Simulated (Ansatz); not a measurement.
# Tunnelling across a broken C chain: predicting one gap

How it was computed: Ansatz 0.2.0, plane waves with PAW datasets at the program's default cutoffs, Fermi-Dirac smearing of 0.05 eV, chains in boxes 7.5 Å wide or more, moments seeded when the perfect chain is relaxed. PBE, no spin-orbit coupling; one bond is opened by s Å beyond its relaxed length, the other atoms of a straight cell of 16 kept, without spin, and the conductance taken at 300 K.

| run | G (G₀) | largest error term (%) | s | ln G |
| --- | --- | --- | --- | --- |
| +1.2 Å | 0.1131 | 4 | 1.2 | −2.18 |
| +1.8 Å | 0.008614 | 2 | 1.8 | −4.754 |
| +2.5 Å | 0.0006631 | 2 | 2.5 | −7.319 |
| +4.2 Å | 2.077e-06 | 4 | 4.2 | −13.08 |

One run is withheld: run = +3.3 Å, with s = 3.3. Fit a straight line ln G = a + b × s to the 4 rows shown and predict it.

**Fit.** The means are 2.425 for s and −6.834 for ln G. The sum of products of deviations is −18.13 and the sum of squares in s is 5.048, so b = −18.13 / 5.048 = −3.592 and a = −6.834 − (−3.592) × 2.425 = 1.877. The residuals' standard deviation, with 2 degrees of freedom, is σ = 0.28.

**Prediction.** ln G = 1.877 + (−3.592) × 3.3 = −9.978, that is 4.64e-05 G₀. The run gave 4.29e-05 G₀ (ln G = −10.06), so the prediction less the run is +0.078. The standard error of a prediction there, σ√(1 + 1/4 + (3.3 − 2.425)²/5.048), is 0.33, and the miss is 0.24 times that, for a point between the fitted rows. With so few rows σ is itself uncertain.

Caveats: Between neighbouring runs the slope of ln G lies between −4.29 and −3.37 per Å, so one exponential is an approximation. Error terms (up to 4 %, withheld run included) bound how much a small miss can mean. Broken ends may want a moment where none was allowed. No image potential, spin-orbit coupling or relaxation; a bent or dimerised chain may be lower in energy. Series of this kind are told only where this holds: one magnetic state in all runs, error terms under 60 %, and the runs' own leads conduct as the perfect chain does. 36 of 42 did.
